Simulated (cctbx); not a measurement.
## YBeGe: as given, inverted or twinned?

Space group P-62m (no. 189), a = 7.1790 Å, b = 7.1790 Å, c = 4.0810 Å, α = 90.00°, β = 90.00°, γ = 120.00°.

```csv
atom,mult.,x,y,z,Ueq (Å²)
Y1,3,0,0.5860,1/2,0.0103
Ge1,1,0,0,1/2,0.0073
Ge2,2,1/3,2/3,0,0.0109
Be1,3,0,0.2478,0,0.0184
```

The model is made up (kin elements in a known structure type, no relaxation), so it says nothing on whether the phase exists.

Data sets are simulated with cctbx and refined with Bijvoet mates kept apart; Flack x is then fitted as the share of an inverted twin with the atoms fixed, Hooft y from the Bijvoet differences. The group is acentric but holds improper operations, so there is an absolute structure (orientation) and no hand.

Untwinned crystal. What Flack and Hooft values should come out?

```csv
λ (Å),extinction (unmodelled),d min (Å),top counts,error (%),model,R1,Flack x,s.u.,Hooft y,s.u.,pairs
0.71073,0,0.77,70000,6,as given,0.0098,-0.008,0.012,-0.004,0.012,72
0.71073,0,0.77,70000,6,inverted,0.0550,0.99,0.03,1.039,0.013,72
1.54184,0,0.83,5000,6,as given,0.0104,0.00,0.04,-0.005,0.044,55
```

With Mo Kα, x is within 3 s.u. of 0, so the absolute structure is right. With Cu Kα, x is within 3 s.u. of 0, so the absolute structure is right. Inverting the model turns x into about 1 − x.

A further crystal gives:

```csv
λ (Å),extinction (unmodelled),d min (Å),top counts,error (%),model,R1,Flack x,s.u.,Hooft y,s.u.,pairs
0.6889,0,0.7,70000,4,as given,0.0357,0.804,0.016,0.814,0.008,95
```

**Question.** What is it?

It was simulated as an inversion twin with a fraction 0.8 of the inverted domain. Flack x is over 3 s.u. from both 0 and 1 and reads that fraction.

[Logs are printed without paths, hosts, clocks, repeated set-up lines and the standing remarks that a program may print on its own settings, such as how far it seeks lower states.]
